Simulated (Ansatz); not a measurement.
# How fast states decay through ScAlH2O4, part 2 of 3

Aim: relax a made-up compound, ScAlH2O4, and see how good a tunnel barrier it would be. It is built by putting Al for part of the Sc in the ScHO2 structure of space group Cmc2_1, with the volume rescaled by atomic radii. The parent structure comes from the Materials Project.

Ansatz 0.2.0; PBE DFT, plane waves, PAW files (the session's first sound run).

So far. Step 2 (Relaxing the new crystal): The largest force component on a free atom ends at 0.014 eV/Å.

The structure was built from a prototype and need not be the compound's stable phase.

## 3. The bulk crystal and its band edges

The energy window and the wavevectors of the next steps follow from the band edges, so these are searched first, off the mesh as well.

input.yaml

```yaml
crystal:
  lattice:
    - [1.5357269684, -6.4049899609, -0.0064397762]
    - [1.5357269684, 6.4049899609, 0.0064397762]
    - [0.0, 0.0040277172, 3.8863850888]
  atoms:
    - { symbol: Sc, position: [0.319817228, 0.680182772, 0.7498886653] }
    - { symbol: Al, position: [0.6754627624, 0.3245372376, 0.2485241781] }
    - { symbol: H, position: [0.988084396, 0.011915604, 0.5672137713] }
    - { symbol: H, position: [0.0269202692, 0.9730797308, 0.0623843444] }
    - { symbol: O, position: [0.7023842054, 0.2976157946, 0.7473259838] }
    - { symbol: O, position: [0.2752056342, 0.7247943658, 0.2487803543] }
    - { symbol: O, position: [0.931997619, 0.068002381, 0.7463846849] }
    - { symbol: O, position: [0.0801278859, 0.9198721141, 0.2507000381] }
kpoints:
  mp_grid: { grid: [8, 8, 6] }
  band_path: { path: [VBM, CBM], npoints: 30 }
scf:
  occupations: { method: fixed }
hamiltonian:
  xc: pbe
output:
  eigenvalues: true
  write_potential: true
  write_density: true
  volumetric_format: npy
  elf: true
```

Started as:

```bash
> ansatz run input.yaml --threads 2 --pin off --max-ram 4096MiB --backend cpu --events-out ev --progress --plain --runs-dir out
```

Numbers of over 12 decimals in the logs are rounded to 6 here.

What it wrote:

```text
[...]
Crystal: 8 atoms, lattice volume = 76.455 Å³
Basis set: ecut = 420 eV, 1497 PW (Γ), FFT grids on a1+a2, a2, a3
Bands: 28, of which v1, the nominal top of the filled ones, is band 20 counted from 1 (19 counted from 0)
Symmetry: 2 space group operations
[...]
k-points: 114 of 384 (time reversal used)
[...]
SCF iter   1: F=—  HF=-4984.002262 eV  |F-HF|=—  |Δ(HF+E_count)|=         —  Δρ=3.43e-3  dr2=7.61e-3  ethr=1.77e-3  ⟨swp⟩=4.3  Hψ=12709  notcnv=0  defer=516
[...]
SCF iter   7: F=-4983.999813 eV  HF=-4983.999813 eV  |F-HF|=1.62e-8  |Δ(HF+E_count)|=   5.96e-7  Δρ=1.17e-5  dr2=6.73e-8  ethr=2.50e-10  ⟨swp⟩=10.7  Hψ=12750  notcnv=0
SCF 1 converged in 7 iterations: F = -4983.999813 eV  dr2 = 6.73e-8
[...]
NSCF: frozen V_eff on 68 k-points
[...]
SCF converged after 7 iterations
Free energy (F): -4983.999813 eV
[...]
Internal energy: -4983.999813 eV  (E = F + TS)
E sigma→0 (E₀):  -4983.999813 eV
Fermi energy:    5.163759 eV
[...]
--- Band table (eV; the first three rows and the last of 114) ---
  k-point 0: bands = [... 16 lower, 3.7435, 4.4042, 4.7055, 5.1431, 9.2527, 10.1436, 10.6063, 11.5795, ... 4 higher]
  k-point 1: bands = [... 16 lower, 3.7030, 4.0699, 4.5031, 5.0012, 9.4068, 10.4851, 10.8244, 11.2730, ... 4 higher]
  k-point 2: bands = [... 16 lower, 3.4833, 3.9080, 4.2747, 4.7577, 9.5177, 10.6459, 11.2338, 11.8587, ... 4 higher]
  k-point 113: bands = [... 16 lower, 3.3630, 4.4709, 4.5709, 4.6177, 9.5309, 10.6598, 11.4242, 12.4498, ... 4 higher]
```

It took 20 s on 2 threads of Intel Xeon Platinum 8259CL at 2.50GHz (Skylake/Cascade Lake), shared host; peak memory 0.53 GiB.

This step gave:

```
free energy         : -4983.9998 eV
Fermi energy        : 5.164 eV
gap on the k-mesh   : 4.089 eV
gap on path         : 4.089 eV, by band count; negative where bands overlap
direct gap on path  : 4.110 eV
edge places on path : 0, 2.046 1/A along the path
```

Electronic bands along the path, in eV, zero at the Fermi level (highest filled level under fixed occupations); v1 is the highest filled band, c1 the lowest empty one:

```
  point     v4     v3     v2     v1    c1    c2    c3    c4
    VBM  -1.42  -1.38  -0.44   0.00  4.26  5.44  6.15  6.40
halfway  -1.53  -1.27  -0.92  -0.81  4.51  6.06  6.41  7.54
    CBM  -1.42  -0.76  -0.46  -0.02  4.09  4.98  5.44  6.42
```

Electrostatic potential energy in the ac plane of the conventional cell at fractional y = 0.000, with atoms of Sc and Al and H and O within 0.2 Å of it. With pseudopotentials it is smooth inside the atoms' cores, unlike the true potential.

Ten even steps from '0' (-45 eV) to '9' (11 eV), each cell a mean:
```
987899999877899999999875346899999988
841279999512699999999851004799999999
720169999400599999999850003799999999
322489999733799999999863115899999997
148999999987899999999987667899999997
889999999866678999999999876899998789
999999999767767999999999721489972148
999999998668867999999999610289961027
899999999766667999999999843599984323
799999999877778999999998878999999841
```
Columns run along a (12.8 Å; values clipped at the 3rd and 97th percentile), rows up along c (3.9 Å), edges of the conventional cell, whose origin can differ from the input's. Atoms in or near the plane, at fractional coordinates: Sc at (0.68, 0.75), Al at (0.32, 0.25), H at (0.01, 0.57), H at (0.97, 0.06), O at (0.30, 0.75), O at (0.72, 0.25), O at (0.07, 0.75), O at (0.92, 0.25).

Valence density in the ac plane of the conventional cell at fractional y = 0.000, with atoms of Sc and Al and H and O within 0.2 Å of it. It is the smooth field of the valence electrons, not physical close to the nuclei.

Ten even steps from '0' (0.0 e/Å³) to '9' (7.1 e/Å³), each cell a mean:
```
011100000011000000000001320000000000
037510000266200000000015872000000000
159720000398300000000016993000000000
134310000144100000000003651000000000
111000000011000000000000110000000000
000000000000000000000000012100001110
000000000000000000000000157310015741
000000000000000000000000279510027951
000000000000000000000000134200013431
000000000000000000000000011000000111
```
Columns run along a (12.8 Å), rows up along c (3.9 Å), edges of the conventional cell, whose origin can differ from the input's. Atoms in or near the plane, at fractional coordinates: Sc at (0.68, 0.75), Al at (0.32, 0.25), H at (0.01, 0.57), H at (0.97, 0.06), O at (0.30, 0.75), O at (0.72, 0.25), O at (0.07, 0.75), O at (0.92, 0.25).

ELF in the ac plane of the conventional cell at fractional y = 0.000, with atoms of Sc and Al and H and O within 0.2 Å of it. It is the smooth field of the valence electrons, not physical close to the nuclei.

Ten even steps from '0' (0.00) to '9' (0.90), each cell a mean:
```
378862014789851000000025652000001343
687884126877873000000047566100000002
874685137855873000000156347200000004
997885126888862000000037764100000015
997762002578741000000002332110013434
333210000134210000000002477741147884
200000000000001000000026887862378787
400000001000001100000037874772387478
610000000110000000000015788862378899
434420001356420000000001245520146799
```
Columns run along a (12.8 Å), rows up along c (3.9 Å), edges of the conventional cell, whose origin can differ from the input's. Atoms in or near the plane, at fractional coordinates: Sc at (0.68, 0.75), Al at (0.32, 0.25), H at (0.01, 0.57), H at (0.97, 0.06), O at (0.30, 0.75), O at (0.72, 0.25), O at (0.07, 0.75), O at (0.92, 0.25).

The searched edges give 4.09 eV, as on the mesh.

## 4. Complex bands

This step: PBE DFT, plane waves, PAW files; complex bands by layer matching along the plane's normal (Ansatz 0.2.0).

The same crystal is laid in a cell whose first two vectors span the (100) plane (indices of the standard conventional cell, whose axes can be ordered otherwise than in the bulk input). At fixed energy and wavevector in the plane the solver finds all kz, real and complex. A few wavevectors are listed, (0, 0) and (0.5, 0) in units of the plane's reciprocal vectors; the slowest state needn't be among them.

input.yaml

```yaml
crystal:
  lattice:
    - [3.886387176, 0.0, 0.0]
    - [0.0, 3.071453937, 0.0]
    - [0.013077683, 1.535726968, 6.404979847]
  atoms:
    - { symbol: Sc, position: [0.7498886653, 0.319817228, 0.360365544] }
    - { symbol: Al, position: [0.2485241781, 0.6754627624, 0.6490744752] }
    - { symbol: H, position: [0.5672137713, 0.988084396, 0.023831208] }
    - { symbol: H, position: [0.0623843444, 0.0269202692, 0.9461594616] }
    - { symbol: O, position: [0.7473259838, 0.7023842054, 0.5952315892] }
    - { symbol: O, position: [0.2487803543, 0.2752056342, 0.4495887316] }
    - { symbol: O, position: [0.7463846849, 0.931997619, 0.136004762] }
    - { symbol: O, position: [0.2507000381, 0.0801278859, 0.8397442282] }
kpoints:
  mp_grid: { grid: [6, 8, 8] }
scf:
  occupations: { method: fixed }
hamiltonian:
  xc: pbe
output:
  eigenvalues: true
  transmission:
    leads: [[0, 0]]
    kpoints: [[0.0, 0.0], [0.5, 0.0]]
    e_range: [-1.0, 5.09]
    de: 0.12
```

What it wrote:

```text
[...]
Crystal: 8 atoms, lattice volume = 76.455 Å³
Basis set: ecut = 420 eV, 1497 PW (Γ)
Bands: 28, of which v1, the nominal top of the filled ones, is band 20 counted from 1 (19 counted from 0)
Symmetry: 2 space group operations
[...]
k-points: 114 of 384 (time reversal used)
[...]
SCF iter   1: F=—  HF=-4984.002284 eV  |F-HF|=—  |Δ(HF+E_count)|=         —  Δρ=3.43e-3  dr2=7.61e-3  ethr=1.77e-3  ⟨swp⟩=4.3  Hψ=12712  notcnv=0  defer=517
[...]
SCF iter   7: F=-4983.999813 eV  HF=-4983.999813 eV  |F-HF|=1.31e-8  |Δ(HF+E_count)|=   5.90e-7  Δρ=1.19e-5  dr2=7.33e-8  ethr=2.50e-10  ⟨swp⟩=10.8  Hψ=12769  notcnv=0
SCF 1 converged in 7 iterations: F = -4983.999813 eV  dr2 = 7.33e-8
[...]
transmission: 9 of 18 steps passed
transmission: 18 of 18 steps passed
SCF converged after 7 iterations
Free energy (F): -4983.999813 eV
[...]
Internal energy: -4983.999813 eV  (E = F + TS)
E sigma→0 (E₀):  -4983.999813 eV
Fermi energy:    5.163755 eV
[...]
--- Band table (eV; the first three rows and the last of 114) ---
  k-point 0: bands = [... 16 lower, 3.7435, 4.4042, 4.7055, 5.1431, 9.2527, 10.1436, 10.6063, 11.5795, ... 4 higher]
  k-point 1: bands = [... 16 lower, 3.7232, 4.3147, 4.7024, 5.1461, 9.2940, 10.2284, 10.6062, 11.5818, ... 4 higher]
  k-point 2: bands = [... 16 lower, 3.7425, 4.0775, 4.7063, 5.1535, 9.3666, 10.4953, 10.6060, 11.5873, ... 4 higher]
  k-point 113: bands = [... 16 lower, 3.5714, 3.8619, 4.2385, 4.3917, 10.2909, 10.3949, 11.6909, 12.8661, ... 4 higher]
--- Transmission ---
  basis      : 107 plane waves across, 9 finite elements along
  points     : 2, as listed
  energies   : 51 from -1.000000 to 5.000000 eV about the Fermi level, 0.120000 eV apart; the leads are filled to 2.044489 eV, and channels, transmission and decay are at 2.000000 eV
  crystal 0  : O4Sc1Al1H2, at the sites [0, 0], period 6.4050 Å: whole cells are its period
    offset         : up to 0.0000 Å between an atom of the period and one for which it stands
    channels       : 0.000000e0 a spin
    conductance    : none, the energies end too early or step too widely for 300 K: set another output.transmission.e_range or a lower de, or, where they end at an eighth of basis.ecutwfc, a higher one
    slowest decay  : 0.3846 /Å at (0.0000, 0.0000)
```

Run time: 18 s. Hardware: 2 threads; peak memory 0.5 GiB.

This step gave:

```yaml
level_to_which_the_leads_are_filled: 2.044 eV from the Fermi level
decay_constant_at_the_filling_level_zone_centre: 0.3846 Å⁻¹
decay_constant_at_the_filling_level_slowest_listed_point: 0.3846 Å⁻¹
```

K parallel (0, 0); values up to 1.5 1/Å, a degenerate pair printed once or twice; energies at which all values exceed this have no row. Table of Im kz of the slowest decaying states by energy, zero at the highest filled level on the SCF mesh:

```
energy (eV)  decay 1 (Å⁻¹)  decay 2 (Å⁻¹)  decay 3 (Å⁻¹)  decay 4 (Å⁻¹)
     -1.000          0.409          0.661          0.768          0.963
     -0.520          0.226          0.642          0.737           1.06
     -0.040          0.259          0.275          0.654          0.672
      0.440          0.333          0.674          0.715          0.841
      1.040          0.371          0.690          0.875          0.963
      1.520          0.384          0.695          0.951           1.05
      2.000          0.385          0.695           1.01           1.05
      2.480          0.373          0.690          0.980           1.05
      2.960          0.347          0.679          0.906           1.08
      3.440          0.300          0.662          0.818           1.10
      4.040          0.117          0.626          0.645           1.12
      4.520          0.426          0.535           1.11           1.13
      5.000          0.608           1.08           1.08           1.13
```

K parallel (0.5, 0); values up to 1.5 1/Å, a degenerate pair printed once or twice; energies at which all values exceed this have no row. Im kz of the slowest decaying states against energy, zero at the highest filled level on the SCF mesh:

```
energy (eV)  decay 1 (Å⁻¹)  decay 2 (Å⁻¹)  decay 3 (Å⁻¹)  decay 4 (Å⁻¹)
     -1.000          0.563          0.929           1.20           1.21
     -0.520          0.141          0.232           1.02           1.16
     -0.040          0.361          0.412          0.635           1.08
      0.440          0.470          0.517          0.752           1.04
      1.040          0.560          0.629          0.829          0.945
      1.520          0.611          0.783          0.865           1.16
      2.000          0.650          0.771          0.888           1.16
      2.480          0.680          0.752          0.902           1.15
      2.960          0.703          0.725          0.907           1.12
      3.440          0.684          0.720          0.907           1.09
      4.040          0.586          0.736          0.897          0.971
      4.520          0.464          0.577          0.755          0.832
      5.000          0.617          0.653          0.682          0.864
```

At the listed wavevectors the last open channel is at -0.52 eV and the next at +4.16 eV on the grid, wider than the gap, since narrow bands can fall between grid energies. At +2.00 eV, the grid energy nearest the filling level (the middle of the gap on the SCF mesh), the slowest state at the listed wavevectors decays with κ = 0.385 Å⁻¹, its amplitude falling by e over 2.6 Å. Through 1 nm of this crystal that state's transmission falls by exp(−2 × 0.385 Å⁻¹ × 10 Å) = 4.6e-4.

## 5. Decay over the two-dimensional zone

The listed points could miss the slowest state, so one energy near mid-gap is solved on a mesh of 8×12.

Edit input.yaml of step 4 so:

```diff
@@ -22,6 +22,2 @@
   eigenvalues: true
-  transmission:
-    leads: [[0, 0]]
-    kpoints: [[0.0, 0.0], [0.5, 0.0]]
-    e_range: [-1.0, 5.09]
-    de: 0.12
+  transmission: { leads: [[0, 0]], kmesh: [8, 12], e_range: [2.04, 2.05], de: 0.05 }
```

What it wrote:

```text
[...]
Crystal: 8 atoms, lattice volume = 76.455 Å³
Basis set: ecut = 420 eV, 1497 PW (Γ)
Bands: 28, of which v1, the nominal top of the filled ones, is band 20 counted from 1 (19 counted from 0)
Symmetry: 2 space group operations
[...]
k-points: 114 of 384 (time reversal used)
[...]
SCF iter   1: F=—  HF=-4984.002284 eV  |F-HF|=—  |Δ(HF+E_count)|=         —  Δρ=3.43e-3  dr2=7.61e-3  ethr=1.77e-3  ⟨swp⟩=4.3  Hψ=12712  notcnv=0  defer=517
[...]
SCF iter   7: F=-4983.999813 eV  HF=-4983.999813 eV  |F-HF|=1.31e-8  |Δ(HF+E_count)|=   5.90e-7  Δρ=1.19e-5  dr2=7.33e-8  ethr=2.50e-10  ⟨swp⟩=10.8  Hψ=12769  notcnv=0
SCF 1 converged in 7 iterations: F = -4983.999813 eV  dr2 = 7.33e-8
[...]
transmission: 32 of 280 steps passed
transmission: 64 of 280 steps passed
[...]
transmission: 280 of 280 steps passed
SCF converged after 7 iterations
Free energy (F): -4983.999813 eV
[...]
Internal energy: -4983.999813 eV  (E = F + TS)
E sigma→0 (E₀):  -4983.999813 eV
Fermi energy:    5.163755 eV
[...]
--- Band table (eV; the first three rows and the last of 114) ---
  k-point 0: bands = [... 16 lower, 3.7435, 4.4042, 4.7055, 5.1431, 9.2527, 10.1436, 10.6063, 11.5795, ... 4 higher]
  k-point 1: bands = [... 16 lower, 3.7232, 4.3147, 4.7024, 5.1461, 9.2940, 10.2284, 10.6062, 11.5818, ... 4 higher]
  k-point 2: bands = [... 16 lower, 3.7425, 4.0775, 4.7063, 5.1535, 9.3666, 10.4953, 10.6060, 11.5873, ... 4 higher]
  k-point 113: bands = [... 16 lower, 3.5714, 3.8619, 4.2385, 4.3917, 10.2909, 10.3949, 11.6909, 12.8661, ... 4 higher]
--- Transmission ---
  basis      : 107 plane waves across, 8 finite elements along
  points     : 35, standing for a mesh of 8 x 12
  energies   : 1 from 2.040000 to 2.040000 eV about the Fermi level; the leads are filled to 2.044489 eV, and channels, transmission and decay are at 2.040000 eV
[...]
channels       : 0.000000e0 a spin
    conductance    : none, crystal 0 has no channel at the energies, or these end too early or step too widely for 300 K: set another output.transmission.e_range or a lower de, or, where they end at an eighth of basis.ecutwfc, a higher one
    slowest decay  : 0.3841 /Å at (0.0000, 0.0000)
```

The job ended after 15 s (2 threads; peak memory 0.51 GiB).

This step gave:

- least decay constant on the mesh: 0.3841 Å⁻¹

Slowest decay constant (1/Å; 0 where a channel is open) over k1 and k2. At 2.0400 eV from the Fermi level.

Ten even steps from '0' (0.384) to '9' (0.797):
```
66787876
77877787
78766678
78733378
68610168
67510157
68610168
78733378
78766678
77877787
66787876
66797976
```
Columns: k1 (b1) from -0.5 to 0.375; rows upwards: k2 (b2) from -0.5 to 0.417.

The least value on the mesh is 0.384 Å⁻¹ at +2.04 eV. At that energy the listed points give about 0.384 Å⁻¹ by interpolation, so the mesh holds no clearly slower state.

## 6. Band edges at another level, cutoff 1240 eV

This step: PBE DFT, plane waves, norm-conserving files (Ansatz 0.2.0).

The edges again with norm-conserving files, at the same atoms. Against that run the cutoff is 1240 eV against 420.

input.yaml

```yaml
crystal:
  lattice:
    - [1.5357269684, -6.4049899609, -0.0064397762]
    - [1.5357269684, 6.4049899609, 0.0064397762]
    - [0.0, 0.0040277172, 3.8863850888]
  atoms:
    - { symbol: Sc, position: [0.319817228, 0.680182772, 0.7498886653] }
    - { symbol: Al, position: [0.6754627624, 0.3245372376, 0.2485241781] }
    - { symbol: H, position: [0.988084396, 0.011915604, 0.5672137713] }
    - { symbol: H, position: [0.0269202692, 0.9730797308, 0.0623843444] }
    - { symbol: O, position: [0.7023842054, 0.2976157946, 0.7473259838] }
    - { symbol: O, position: [0.2752056342, 0.7247943658, 0.2487803543] }
    - { symbol: O, position: [0.931997619, 0.068002381, 0.7463846849] }
    - { symbol: O, position: [0.0801278859, 0.9198721141, 0.2507000381] }
kpoints:
  mp_grid: { grid: [8, 8, 6] }
  band_path: { path: [VBM, CBM], npoints: 30 }
scf:
  occupations: { method: fixed }
hamiltonian:
  xc: pbe
  pseudopotentials: { kind: nc }
output:
  eigenvalues: true
```

What it wrote:

```text
[...]
Crystal: 8 atoms, lattice volume = 76.455 Å³
Basis set: ecut = 1240 eV, 7567 PW (Γ), FFT grids on a1+a2, a2, a3
Bands: 28, of which v1, the nominal top of the filled ones, is band 20 counted from 1 (19 counted from 0)
Symmetry: 2 space group operations
[...]
k-points: 114 of 384 (time reversal used)
[...]
SCF iter   1: F=—  HF=-3386.214026 eV  |F-HF|=—  |Δ(HF+E_count)|=         —  Δρ=9.52e-2  dr2=1.29e1  ethr=3.10e-3  ⟨swp⟩=5.7  Hψ=13257  notcnv=0  defer=658
[...]
SCF iter  10: F=-3382.073394 eV  HF=-3382.073394 eV  |F-HF|=7.76e-8  |Δ(HF+E_count)|=   5.88e-7  Δρ=1.49e-5  dr2=4.80e-8  ethr=2.50e-10  ⟨swp⟩=10.9  Hψ=17437  notcnv=0
SCF 1 converged in 10 iterations: F = -3382.073394 eV  dr2 = 4.80e-8
[...]
SCF converged after 10 iterations
Free energy (F): -3382.073394 eV
[...]
Internal energy: -3382.073394 eV  (E = F + TS)
E sigma→0 (E₀):  -3382.073394 eV
Fermi energy:    5.139271 eV
[...]
--- Band table (eV; the first three rows and the last of 114) ---
  k-point 0: bands = [... 16 lower, 3.7179, 4.3766, 4.6799, 5.1184, 9.2324, 10.1244, 10.5897, 11.5641, ... 4 higher]
  k-point 1: bands = [... 16 lower, 3.6776, 4.0452, 4.4758, 4.9768, 9.3854, 10.4654, 10.8082, 11.2576, ... 4 higher]
  k-point 2: bands = [... 16 lower, 3.4592, 3.8836, 4.2477, 4.7341, 9.4961, 10.6273, 11.2184, 11.8385, ... 4 higher]
  k-point 113: bands = [... 16 lower, 3.3358, 4.4438, 4.5451, 4.5946, 9.5096, 10.6420, 11.4092, 12.4340, ... 4 higher]
```

Wall time 95 s (2 threads); peak memory 0.97 GiB.

Numbers from this step:

```
free energy        : -3382.0734 eV
Fermi energy       : 5.139 eV
gap on the k-mesh  : 4.093 eV
gap on path        : 4.093 eV, by band count; negative where bands overlap
direct gap on path : 4.114 eV
```

Electronic bands along the path, in eV, zero at the Fermi level (highest filled level under fixed occupations); v1 is the highest filled band, c1 the lowest empty one:

```
  point     v4     v3     v2     v1    c1    c2    c3    c4
    VBM  -1.43  -1.38  -0.45   0.00  4.26  5.45  6.15  6.41
halfway  -1.53  -1.27  -0.92  -0.81  4.51  6.07  6.42  7.55
    CBM  -1.42  -0.76  -0.46  -0.02  4.09  4.99  5.45  6.42
```

The searched edges give 4.09 eV, as on the mesh.

(Continued in part 3 of 3.)

[Logs are printed without paths, hosts, clocks, repeated set-up lines and the standing remarks that a program may print on its own settings, such as how far it seeks lower states.]

[Hosts, paths, dates, database ids (printed as entryN), source tags and the programs' standing remarks are cut or masked in the printed files.]
